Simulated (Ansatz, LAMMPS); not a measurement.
# Static equation of state of glassy 46SiO2-26B2O3-14Al2O3-14K2O (mol %) (133 atoms)

Density of this cell: 2.33 g/cm³. The cell holds 133 atoms: 16 Si, 18 B, 10 Al, 10 K and 79 O. Its edges and angles: a = 12.217 Å, b = 12.310 Å, c = 12.171 Å, α = 87.8°, β = 90.9°, γ = 88.4°. The starting structure: 133 atoms (16 Si, 18 B, 10 Al, 10 K, 79 O) placed at random at 2.32 g/cm³, melted at 3000 K for 20 ps at fixed volume with the Buckingham and Coulomb pair potential of Guillot and Sator (Geochim. Cosmochim. Acta 71, 1249 (2007)) with the boron terms of Wang et al. (J. Non-Cryst. Solids 498, 294 (2018)). Quenched from 3000 K to 300 K at 50 K/ps and fixed volume, held 10 ps at zero pressure.

Calculated with Ansatz 0.2.0: Kohn-Sham DFT, PBE, PAW (set soft_2), plane waves; cutoff 420 eV, Γ point, fixed occupations. Cell and atoms were relaxed first, to V0 = 13.744 Å³ an atom at a residual P0 = 0.006 GPa. The cell was then scaled evenly, and the atoms were relaxed at each volume.

```
volume (Å³/atom)  pressure (GPa)
          12.370               ?
          12.919           2.657
          13.332           1.283
          14.156          -1.096
          14.569          -2.316
```

**Question.** Fit the third-order Birch–Murnaghan equation to the rows given and extrapolate to the withheld row.

Worked fit:

Take the Eulerian strain f = ½[(V0/V)^(2/3) − 1] and the normalised pressure F = (P − P0) / [3f(1 + 2f)^(5/2)]. The third-order Birch–Murnaghan equation is then the line F = B0 + (3/2)B0(B′ − 4) f, so u = f and v = F.

```
      u = f  v = F (GPa)
  0.0210567      37.8535
  0.0102567      39.4316
-0.00975665      39.5759
 -0.0190505      44.7854
```

With n = 4: mean u = 6.2656e-4, mean v = 40.4116, Σ(u − ū)² = 0.0010051, Σ(u − ū)(v − v̄) = -0.13909. Slope b = -0.13909 / 0.0010051 = -138.38; intercept a = v̄ − b ū = 40.498.

So B0 = a = 40.5 GPa and B′ = 4 + 2b/(3a) = 1.72. At the withheld volume f = 0.03638, F = a + b f = 35.46 GPa, and P = P0 + 3f(1 + 2f)^(5/2) F.

Prediction at 12.370: 4.620 GPa. The run gave 4.878 GPa, so the fit is low by 0.26 GPa (5.3 % of the value).

The series isn't one smooth equation of state: even a line fitted to all rows, the withheld one included, misses F by up to 5.5 %, the count of bonds changes along the series and an atom moves over 0.5 Å in some relaxation. B0 and B′ are then only the numbers of this fit, not moduli of the material. Among the rows given, the largest miss of the fit is at 14.569, by 0.086 GPa (1.2 % of the range of the table).

Limits: Static cells at zero temperature; the cell shape is held. The program notes that the SCF threshold of these relaxations is loose for the stress. The quench rate of 50 K/ps is many orders above laboratory rates, so the cell is likely richer in defects and strain than a real sample. The network of bonds at the start is that of the classical potential that made the cell, and needn't be the one that DFT or experiment would give. Only the Γ point is sampled, in a cell whose shortest periodic width is 12 Å.

[Logs are printed without paths, hosts, clocks, repeated set-up lines and the standing remarks that a program may print on its own settings, such as how far it seeks lower states.]

[Hosts, paths, dates, database ids (printed as entryN), source tags and the programs' standing remarks are cut or masked in the printed files.]
